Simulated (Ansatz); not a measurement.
# K on Ru(0001): change of the work function, part 2 of 2

How does one ordered layer of K (fcc site) change the work function of Ru(0001), and what dipole does each adsorbate carry?

Ansatz 0.2.0; plane-wave DFT, PBE, Ansatz PAW.

So far, work function, upper face (eV): step 2 (the clean slab) 5.05.

## Step 3: The covered slab

System of this step: K/Ru(0001). The cell holds 17 atoms: 16 Ru and 1 K. Cell: a = 5.400 Å, b = 5.400 Å, c = 27.620 Å, α = 90.0°, β = 90.0°, γ = 60.0°. Vacuum lies along c.

The clean slab as it ended is repeated in the plane and the adsorbate is set on one face; the cell's size fixes the coverage, and the k-mesh shrinks with it to keep the sampling density about even. Adsorbate and upper layers relax, since the dipole depends on the height.

input.yaml

```yaml
crystal:
  lattice:
    - [5.4, 0.0, 0.0]
    - [2.7, 4.6765371804, 0.0]
    - [0.0, 0.0, 27.6204225694]
  atoms:
    - { symbol: Ru, position: [0.3333333333, 0.3333333333, 0.3258458475] }
    - { symbol: Ru, position: [0.0, 0.0, 0.4032668209] }
    - { symbol: Ru, position: [0.3333333333, 0.3333333333, 0.4813897655] }
    - { symbol: Ru, position: [0.0, 0.0, 0.5568816772] }
    - { symbol: Ru, position: [0.3333333333, 0.8333333333, 0.3258458475] }
    - { symbol: Ru, position: [0.0, 0.5, 0.4032668209] }
    - { symbol: Ru, position: [0.3333333333, 0.8333333333, 0.4813897655] }
    - { symbol: Ru, position: [0.0, 0.5, 0.5568816772] }
    - { symbol: Ru, position: [0.8333333333, 0.3333333333, 0.3258458475] }
    - { symbol: Ru, position: [0.5, 0.0, 0.4032668209] }
    - { symbol: Ru, position: [0.8333333333, 0.3333333333, 0.4813897655] }
    - { symbol: Ru, position: [0.5, 0.0, 0.5568816772] }
    - { symbol: Ru, position: [0.8333333333, 0.8333333333, 0.3258458475] }
    - { symbol: Ru, position: [0.5, 0.5, 0.4032668209] }
    - { symbol: Ru, position: [0.8333333333, 0.8333333333, 0.4813897655] }
    - { symbol: Ru, position: [0.5, 0.5, 0.5568816772] }
    - { symbol: K, position: [0.1666666667, 0.1666666667, 0.6741541525] }
kpoints:
  mp_grid: { grid: [6, 6, 1] }
hamiltonian:
  xc: pbe
scf:
  occupations: { method: fermi_dirac, width: 0.1 }
  convergence: { dr2_threshold: 1.0e-08 }
efield:
  axis: 3
  dipole_correction: true
  ramp_position: 0.97
  ramp_width: 0.06
relax:
  f_tol: 0.02
  max_steps: 60
  constraints: [{ sites: [0, 1, 4, 5, 8, 9, 12, 13] }]
output:
  dos: { projected: true, e_range: [-8, 4] }
  write_potential: true
  write_density: true
  volumetric_format: npy
  elf: true
```

Started as:

```
$ ansatz run input.yaml --threads 4 --pin off --max-ram 6144MiB --backend cpu --events-out ev --progress --plain --runs-dir out
```

Numbers of over 12 decimals in the logs are rounded to 6 here.

What it wrote:

```text
[...]
Crystal: 17 atoms, lattice volume = 697.507 Å³
Basis set: ecut = 420 eV, 13503 PW (Γ), exchange–correlation on 80×80×384 points (8 copies of the dense FFT grid, shifted against one another)
Bands: 159, of which v1, the nominal top of the filled ones, is band 133 counted from 1 (132 counted from 0)
Symmetry: 6 space group operations
[...]
k-points: 7 of 36 (time reversal used)
[...]
SCF iter   1: F=—  HF=-95589.846999 eV  |F-HF|=—  |Δ(HF+E_count)|=         —  Δρ=1.13e-2  dr2=9.85e0  ethr=1.77e-3  p=0.438 e·Å  D=1.14e-1 V/Å  ΔV_dip=-3.14 eV  dr2_dipole=3.37e0  V_vac-E_F(+/−)=1.68/4.82 eV  ⟨swp⟩=7.7  Hψ=4518  notcnv=0
[...]
SCF iter  12: F=-95589.720265 eV  HF=-95589.720265 eV  |F-HF|=6.26e-10  |Δ(HF+E_count)|=   1.95e-8  Δρ=3.99e-7  dr2=3.66e-9  ethr=3.77e-12  p=0.435 e·Å  D=1.13e-1 V/Å  ΔV_dip=-3.11 eV  dr2_dipole=1.35e-9  V_vac-E_F(+/−)=1.97/5.08 eV  ⟨swp⟩=10.6  Hψ=7853  notcnv=0
SCF 1 converged in 12 iterations: F = -95589.720265 eV  dr2 = 3.66e-9
[...]
relax step   1: F+E_penalty+E_count = -95589.72026480 eV  Δ(F+E_penalty+E_count) = +0.000e0 eV  max|allowed force component| = 4.237e-1 eV/Å  Δτ_max = 0.0000 Å  (12 SCF iters, accepted)
[...]
SCF iter  10: F=-95589.753501 eV  HF=-95589.753501 eV  |F-HF|=5.97e-10  |Δ(HF+E_count)|=   1.02e-8  Δρ=5.16e-7  dr2=4.15e-9  ethr=3.77e-12  p=0.445 e·Å  D=1.15e-1 V/Å  ΔV_dip=-3.19 eV  dr2_dipole=7.12e-10  V_vac-E_F(+/−)=1.90/5.08 eV  ⟨swp⟩=11.0  Hψ=7953  notcnv=0
SCF 2 converged in 10 iterations: F = -95589.753501 eV  dr2 = 4.15e-9
relax step   2: F+E_penalty+E_count = -95589.75350085 eV  Δ(F+E_penalty+E_count) = -3.324e-2 eV  max|allowed force component| = 3.562e-1 eV/Å  Δτ_max = 0.0785 Å  (10 SCF iters, accepted)
SCF iter   1: F=—  HF=-95589.806968 eV  |F-HF|=—  |Δ(HF+E_count)|=         —  Δρ=2.62e-3  dr2=3.84e-1  ethr=4.22e-4  p=0.445 e·Å  D=1.15e-1 V/Å  ΔV_dip=-3.19 eV  dr2_dipole=3.75e-2  V_vac-E_F(+/−)=1.91/5.10 eV  ⟨swp⟩=5.6  Hψ=2557  notcnv=0
[...]
SCF iter  11: F=-95589.796584 eV  HF=-95589.796584 eV  |F-HF|=1.82e-9  |Δ(HF+E_count)|=   7.51e-9  Δρ=4.88e-7  dr2=3.69e-9  ethr=3.77e-12  p=0.473 e·Å  D=1.23e-1 V/Å  ΔV_dip=-3.39 eV  dr2_dipole=8.22e-12  V_vac-E_F(+/−)=1.69/5.08 eV  ⟨swp⟩=10.3  Hψ=7697  notcnv=0
SCF 3 converged in 11 iterations: F = -95589.796584 eV  dr2 = 3.69e-9
[...]
relax step   3: F+E_penalty+E_count = -95589.79658395 eV  Δ(F+E_penalty+E_count) = -4.308e-2 eV  max|allowed force component| = 6.613e-2 eV/Å  Δτ_max = 0.1945 Å  (11 SCF iters, accepted)
[...]
relax step   4: F+E_penalty+E_count = -95589.79799505 eV  Δ(F+E_penalty+E_count) = -1.411e-3 eV  max|allowed force component| = 4.016e-2 eV/Å  Δτ_max = 0.0543 Å  (8 SCF iters, accepted)
SCF iter   1: F=—  HF=-95589.797733 eV  |F-HF|=—  |Δ(HF+E_count)|=         —  Δρ=4.19e-4  dr2=3.95e-3  ethr=1.20e-5  p=0.479 e·Å  D=1.24e-1 V/Å  ΔV_dip=-3.43 eV  dr2_dipole=1.05e-3  V_vac-E_F(+/−)=1.65/5.08 eV  ⟨swp⟩=2.1  Hψ=1910  notcnv=0
[...]
SCF iter   8: F=-95589.798764 eV  HF=-95589.798764 eV  |F-HF|=1.19e-9  |Δ(HF+E_count)|=   1.38e-8  Δρ=3.31e-7  dr2=2.47e-9  ethr=3.77e-12  p=0.477 e·Å  D=1.24e-1 V/Å  ΔV_dip=-3.42 eV  dr2_dipole=7.05e-10  V_vac-E_F(+/−)=1.67/5.08 eV  ⟨swp⟩=10.9  Hψ=8069  notcnv=0
SCF 5 converged in 8 iterations: F = -95589.798764 eV  dr2 = 2.47e-9
relax step   5: F+E_penalty+E_count = -95589.79876367 eV  Δ(F+E_penalty+E_count) = -7.686e-4 eV  max|allowed force component| = 5.256e-3 eV/Å  Δτ_max = 0.0184 Å  (8 SCF iters, accepted)
NSCF: frozen V_eff on 7 k-points
[...]
WARN: The output density's exchange-correlation potential varies sharply where the density is thin. Do not read a vacuum level from v_tot or v_xc, or from such a field of the output density. On a cell that repeats whose density bears no net charge and no dipole along the vacuum's axis use v_es (v_loc + v_h of the components); under efield.dipole_correction with no amplitude use v_es + v_field, which holds any externa [...]
SCF converged after 8 iterations
Free energy (F): -95589.798764 eV
[...]
Internal energy: -95589.167235 eV  (E = F + TS)
E sigma→0 (E₀):  -95589.482999 eV
Entropy (-TS):   -0.631529 eV (-37.149 meV/atom)
Fermi energy:    5.526646 eV
Dipole field:    D = 0.123760 V/Å  (p = 0.477055 e·Å, saw-weighted, corrected)
Work function:   Φ+ = 1.6661 eV   Φ− = 5.0846 eV
[...]
--- Forces (eV/Å), atoms counted from 1 ---
  atom   1  Ru    -0.00065377    -0.00037745     0.43105186
  atom   2  Ru     0.03752720     0.02166634    -0.42790388
  atom   3  Ru     0.00049765     0.00028732    -0.00131913
  atom   4  Ru    -0.00251748    -0.00145347    -0.00074463
  atom   5  Ru     0.00000000     0.00075490     0.43105186
  atom   6  Ru    -0.00000000    -0.04333268    -0.42790388
  atom   7  Ru     0.00000000    -0.00057463    -0.00131913
  atom   8  Ru    -0.00000000     0.00290694    -0.00074463
  atom   9  Ru     0.00065377    -0.00037745     0.43105186
  atom  10  Ru    -0.03752720     0.02166634    -0.42790388
  atom  11  Ru    -0.00049765     0.00028732    -0.00131913
  atom  12  Ru     0.00251748    -0.00145347    -0.00074463
  atom  13  Ru     0.00000000     0.00000000     0.42518953
  atom  14  Ru    -0.00000000     0.00000000    -0.43993006
  atom  15  Ru     0.00000000    -0.00000000     0.00525631
  atom  16  Ru    -0.00000000     0.00000000     0.00287235
  atom  17  K     -0.00000000    -0.00000000     0.00332710
  max |Σ_I F_I| component: 3.21e-5 eV/Å
--- Band table (eV; the first three rows and the last of 7) ---
  k-point 0: bands = [... 129 lower, 5.6980, 5.7572, 6.4669, 6.4852, 6.4852, 6.5295, 6.5295, 6.5518, ... 22 higher]
  k-point 1: bands = [... 129 lower, 5.6373, 5.6861, 5.9793, 6.0764, 6.0918, 6.2861, 6.3685, 6.4012, ... 22 higher]
  k-point 2: bands = [... 129 lower, 5.2047, 5.2115, 5.2657, 5.5405, 5.7956, 5.8381, 5.8574, 5.8699, ... 22 higher]
  k-point 6: bands = [... 129 lower, 5.0308, 5.0517, 5.1766, 5.1946, 5.1973, 5.7152, 5.7424, 5.7705, ... 22 higher]
--- Relaxed structure (5 steps of the walk, 5 accepted, 0 SCFs on fresh bases) ---
  F+E_penalty+E_count = -95589.79876367 eV   max|allowed force component| = 5.256e-3 eV/Å
  atoms:
    - { symbol: Ru, position: [0.333333, 0.333333, 0.3258458475] }
    - { symbol: Ru, position: [2.66671216701714e-17, 2.6667121670171404e-17, 0.403267] }
    - { symbol: Ru, position: [0.333673, 0.333673, 0.481251] }
    - { symbol: Ru, position: [-0.00209259, -0.00209259, 0.556661] }
    - { symbol: Ru, position: [0.333333, 0.833333, 0.3258458475] }
    - { symbol: Ru, position: [5.551115123125783e-17, 0.5, 0.403267] }
    - { symbol: Ru, position: [0.333673, 0.832655, 0.481251] }
    - { symbol: Ru, position: [-0.00209259, 0.504185, 0.556661] }
    - { symbol: Ru, position: [0.833333, 0.333333, 0.3258458475] }
    - { symbol: Ru, position: [0.5, 2.6667121670171404e-17, 0.403267] }
    - { symbol: Ru, position: [0.832655, 0.333673, 0.481251] }
    - { symbol: Ru, position: [0.504185, -0.00209259, 0.556661] }
    - { symbol: Ru, position: [0.833333, 0.833333, 0.3258458475] }
    - { symbol: Ru, position: [0.5, 0.5, 0.403267] }
    - { symbol: Ru, position: [0.833333, 0.833333, 0.480737] }
    - { symbol: Ru, position: [0.5, 0.5, 0.557733] }
    - { symbol: K, position: [0.166667, 0.166667, 0.662973] }
```

Run time: 2.2 min. Hardware: 4 threads of AMD EPYC 7R43, shared host; peak memory 2.7 GiB; 8.6 min of CPU time.

The steps of the relaxation:

| step | energy less that of the first step (eV) | largest force component (eV/Å) |
| --- | --- | --- |
| 1 | 0.0000 | 0.4237 |
| 2 | -0.0332 | 0.3562 |
| 3 | -0.0763 | 0.0661 |
| 4 | -0.0777 | 0.0402 |
| 5 | -0.0785 | 0.0053 |

The run keeps the 6 symmetry operations that it works with, so distortions that break them were not tested.

The atoms that moved most (Å):

| atom | dx | dy | dz | length |
| --- | --- | --- | --- | --- |
| K17 | 0.000 | 0.000 | -0.309 | 0.309 |
| Ru16 | 0.000 | 0.000 | 0.024 | 0.024 |
| Ru12 | 0.017 | -0.010 | -0.006 | 0.020 |
| Ru8 | 0.000 | 0.020 | -0.006 | 0.020 |
| Ru4 | -0.017 | -0.010 | -0.006 | 0.020 |
| Ru15 | 0.000 | 0.000 | -0.018 | 0.018 |

The relaxed structure:

```cif
data_structure
_symmetry_space_group_name_H-M 'P 1'
_symmetry_Int_Tables_number 1
_cell_length_a 5.4000
_cell_length_b 5.4000
_cell_length_c 27.6204
_cell_angle_alpha 90.000
_cell_angle_beta 90.000
_cell_angle_gamma 60.000
_cell_volume 697.51
loop_
_atom_site_label
_atom_site_type_symbol
_atom_site_fract_x
_atom_site_fract_y
_atom_site_fract_z
_atom_site_occupancy
Ru1 Ru 0.33333 0.33333 0.32585 1
Ru2 Ru 0.00000 0.00000 0.40327 1
Ru3 Ru 0.33367 0.33367 0.48125 1
Ru4 Ru 0.99791 0.99791 0.55666 1
Ru5 Ru 0.33333 0.83333 0.32585 1
Ru6 Ru 0.00000 0.50000 0.40327 1
Ru7 Ru 0.33367 0.83265 0.48125 1
Ru8 Ru 0.99791 0.50419 0.55666 1
Ru9 Ru 0.83333 0.33333 0.32585 1
Ru10 Ru 0.50000 0.00000 0.40327 1
Ru11 Ru 0.83265 0.33367 0.48125 1
Ru12 Ru 0.50419 0.99791 0.55666 1
Ru13 Ru 0.83333 0.83333 0.32585 1
Ru14 Ru 0.50000 0.50000 0.40327 1
Ru15 Ru 0.83333 0.83333 0.48074 1
Ru16 Ru 0.50000 0.50000 0.55773 1
K17 K 0.16667 0.16667 0.66297 1
```

Numbers from this step:

```yaml
energy_at_zero_smearing: -95589.4830 eV
work_function_upper_face: 1.666 eV
work_function_lower_face: 5.085 eV
dipole_along_the_normal: 0.4771 e·Å
step_between_the_vacuum_levels: -3.418 eV
```

Running mean over 2.138 Å of the planar mean; the ramp of the sawtooth is left out. The electron's electrostatic potential energy less the Fermi level by z:

| z (Å) | electron's electrostatic potential energy less the Fermi level (eV) |
| --- | --- |
| 4 | 5.08 |
| 5 | 5.08 |
| 6 | 4.99 |
| 7 | 3.95 |
| 8 | -6.25 |
| 9 | -14.2 |
| 10 | -14.7 |
| 11 | -14.8 |
| 12 | -14.7 |
| 13 | -14.9 |
| 14 | -15.3 |
| 15 | -14.8 |
| 16 | -11.5 |
| 17 | -0.121 |
| 18 | -0.410 |
| 19 | -0.813 |
| 20 | 0.873 |
| 21 | 1.43 |
| 22 | 1.59 |
| 23 | 1.64 |
| 24 | 1.66 |

The density of states has structure finer than the step of the table below, so its rows give means over 0.25 eV, whole bins alone (the curve runs from -8 to 1.89 eV). Peaks (eV: height): -5.260: 48.2, -4.300: 45.1, -1.920: 63.2, -1.800: 43.6, -0.330: 47.9, 0.840: 56.9, 1.440: 49.3.

Density of states against energy, zero at the Fermi level; means over each step:

energy (eV), density of states (states/eV a cell) and a bar:
```
    -7.75        0.0 
    -7.50        0.3 
    -7.25        0.9 #
    -7.00        0.9 #
    -6.75        1.0 #
    -6.50        1.1 #
    -6.25        1.9 ##
    -6.00        8.3 #######
    -5.75       17.6 ###############
    -5.50       19.7 ################
    -5.25       25.2 #####################
    -5.00       16.8 ##############
    -4.75       15.1 ############
    -4.50       24.2 ####################
    -4.25       26.1 ######################
    -4.00       18.1 ###############
    -3.75       18.6 ###############
    -3.50       17.9 ###############
    -3.25       12.0 ##########
    -3.00       20.1 #################
    -2.75       28.3 #######################
    -2.50       21.9 ##################
    -2.25       26.3 ######################
    -2.00       36.2 ##############################
    -1.75       26.5 ######################
    -1.50       29.3 ########################
    -1.25       20.3 #################
    -1.00       17.0 ##############
    -0.75       13.6 ###########
    -0.50       19.8 ################
    -0.25       21.5 ##################
     0.00       19.2 ################
     0.25       20.3 #################
     0.50       19.9 ################
     0.75       22.8 ###################
     1.00       29.0 ########################
     1.25       24.0 ####################
     1.50       28.9 ########################
     1.75       16.9 ##############
```

Projected DOS per atom over height of the atomic layer and energy from the Fermi level. Layers: Ru4 Ru4 Ru4 Ru4 K from below.

Values in states/eV, 22 rows by 5 columns, each cell a mean:
```
0.99 1.22 1.30 1.08 0.26
1.34 1.87 1.87 1.27 0.62
1.73 1.24 1.17 1.53 0.68
1.28 1.10 1.08 1.36 0.59
1.52 0.80 0.80 1.36 0.24
1.59 0.88 0.84 1.39 0.30
1.12 0.76 0.75 1.04 0.36
2.08 1.46 1.39 1.90 0.16
2.41 1.43 1.45 2.40 0.16
1.51 1.26 1.31 1.85 0.04
1.58 1.65 1.63 1.67 0.06
0.97 1.11 1.07 0.98 0.01
0.99 1.00 0.95 0.95 0.01
1.26 1.52 1.39 1.26 0.01
1.34 1.31 1.23 1.33 0.01
0.79 1.52 1.60 0.95 0.01
0.54 1.81 1.93 0.71 0.01
0.19 0.88 1.03 0.27 0.00
0.03 0.13 0.13 0.04 0.00
0.02 0.09 0.10 0.03 0.00
0.01 0.07 0.07 0.02 0.00
0.00 0.00 0.00 0.00 0.00
```
Columns: height of the atomic layer (Å) from 9 to 18.3 (not evenly spaced); rows upwards: energy from the Fermi level (eV) from -7.96 to 1.84.

Electrostatic potential energy in the ca plane at fractional y = 0.000, with atoms of Ru within 0.2 Å of it. With pseudopotentials it is smooth inside the atoms' cores, unlike the true potential.

Ten even steps from '0' (-83 eV) to '9' (9 eV), each cell a mean:
```
99997200489999985001699999999999999999999999
88998644799988998535899999999999999999999999
67899988999767899889999999999999999999999999
66899999999767899999999999999999999999999999
78899867899878998767999999999999999999999999
99998412589999996213799999999999999999999999
99996100389999984000599999999999999999999999
99997200489999985101699999999999999999999999
88998644799988998546899999899999999999999999
67899988999867899989999998789999999999999999
66899999999766899999999997789999999999999999
77899867899878999778999998889999999999999999
99998411589999996213799999999999999999999999
99996100389999984000599999999999999999999999
```
Columns run along c (16.0 Å, from fractional 0.32 to 0.90 of the cell; values clipped at the 3rd and 97th percentile), rows up along a (5.4 Å). Atoms in or near the plane, at fractional coordinates: Ru at (0.40, 0.00), Ru at (0.56, 0.00), Ru at (0.40, 0.50), Ru at (0.56, 0.50).

Valence density in the ca plane at fractional y = 0.000, with atoms of Ru within 0.2 Å of it. It is the smooth field of the valence electrons, not physical close to the nuclei.

Ten steps, logarithmic in the rise over the least value, from '0' (0.00 × 1e0 e/Å³) to '9' (9.85 × 1e0 e/Å³), each cell a mean:
```
33335899743333347999631000000000000000000000
44334677533344335776421000000000000000000000
55433344333565433443211000000000000000000000
66433333333565433333211000000000000000000000
55433465433454334565321000000000000000000000
33335798643333346898521000000000000000000000
33336899853333347999631000000000000000000000
33335899743333347998631001110000000000000000
44334677533344335776421112321000000000000000
55433344333455433343211124542100000000000000
66433333333565433333211134542100000000000000
55433465433454334555321123432000000000000000
33335798643333336888521111211000000000000000
33336999853333347999631000000000000000000000
```
Columns run along c (16.0 Å, from fractional 0.32 to 0.90 of the cell), rows up along a (5.4 Å). Atoms in or near the plane, at fractional coordinates: Ru at (0.40, 0.00), Ru at (0.56, 0.00), Ru at (0.40, 0.50), Ru at (0.56, 0.50).

ELF in the ca plane at fractional y = 0.000, with atoms of Ru within 0.2 Å of it. It is the smooth field of the valence electrons, not physical close to the nuclei.

Ten even steps from '0' (0.00) to '9' (0.86), each cell a mean:
```
33334766633323335757521100000000111100000000
32233466433232333565322221000001111100000000
44333233332344233333323322111111111100000000
55323333332354223333333322111111111100000000
33233344333333233454222221100011111100000000
32333677533322335777421210000000111100000000
33334745633333336637521100000000111110000000
33334766633333335757521001221000011110000000
32233466433232333565321026774100011110000000
44333233332344233233331049997300011110000000
55323333332354223333331159997300001110000000
33233344333333233343221038986200011110000000
32333677533322334777421003542000011110000000
33334735633333336637621100000000011110000000
```
Columns run along c (16.0 Å, from fractional 0.32 to 0.90 of the cell), rows up along a (5.4 Å). Atoms in or near the plane, at fractional coordinates: Ru at (0.40, 0.00), Ru at (0.56, 0.00), Ru at (0.40, 0.50), Ru at (0.56, 0.50).

The relaxation took 5 steps and lowered the energy by 0.078 eV; the largest force on the free atoms ends at 0.0053 eV/Å.

By hand: a sheet of dipoles makes a step −p/(ε₀A) in the electron's potential. With e/ε₀ = 180.95 V·Å, p = 0.4771 e·Å and A = 25.25 Å², that is −180.95 × (0.4771) / 25.25 = -3.418 eV, and the two vacuum levels of the run differ by -3.418 eV.

The covered face has 1.67 eV, -3.38 eV against the clean one; the bare back face has moved by +0.01 eV, a measure of how thin the slab is.

## Step 4: Work function against coverage

This step: plane-wave DFT, PBE, Ansatz PAW; work function against coverage (Ansatz 0.2.0).

The runs are now put side by side.

Numbers from this step:

```yaml
work_function_of_the_clean_face: 5.046 eV
largest_change_of_the_work_function: -3.380 eV
```

Work function of the covered face against coverage:

| coverage (adsorbates/nm²) | work function of the covered face (eV) |
| --- | --- |
| 0.00 | 5.05 |
| 3.96 | 1.67 |

The dipole per adsorbate comes from the change of the cell's dipole. Coverage, by row:

| coverage (1/nm²) | coverage (ML) | work function (eV) | change (eV) | dipole per adsorbate, positive end outwards (debye) | mean height of the added atoms over the highest substrate atom (Å) |
| --- | --- | --- | --- | --- | --- |
| 3.96 | 0.25 | 1.666 | -3.38 | 2.271 | 2.907 |

## Step 5: Outcome

```json
{
  "work function of the clean face": "5.05 eV",
  "work function at 0.25 ML": "1.67 eV",
  "dipole per adsorbate at 0.25 ML, positive end outwards": "2.27 D"
}
```

In words: K lowers the work function of Ru(0001) at the lowest coverage, by 3.38 eV: the adsorbate layer has its positive end outwards. One coverage alone was completed, so no trend follows. The slab has 4 layers, at the tabulated experimental lattice constant, one starting site was run, and quantum-size effects of a slab this thin can reach one or two tenths of an eV.

[Logs are printed without paths, hosts, clocks, repeated set-up lines and the standing remarks that a program may print on its own settings, such as how far it seeks lower states.]

[Hosts, paths, dates, database ids (printed as entryN), source tags and the programs' standing remarks are cut or masked in the printed files.]

[Maps of the electrostatic potential energy from Ansatz leave out the sawtooth potential of an applied field or a dipole correction, so their vacuum need not be flat; planar profiles and work functions include it.]

[The density of states shown here was stored with 400 of the rows of the run's finer table, so its peaks can read low, often by over a quarter, or be missed, and its means over a window can be off by a tenth or more.]
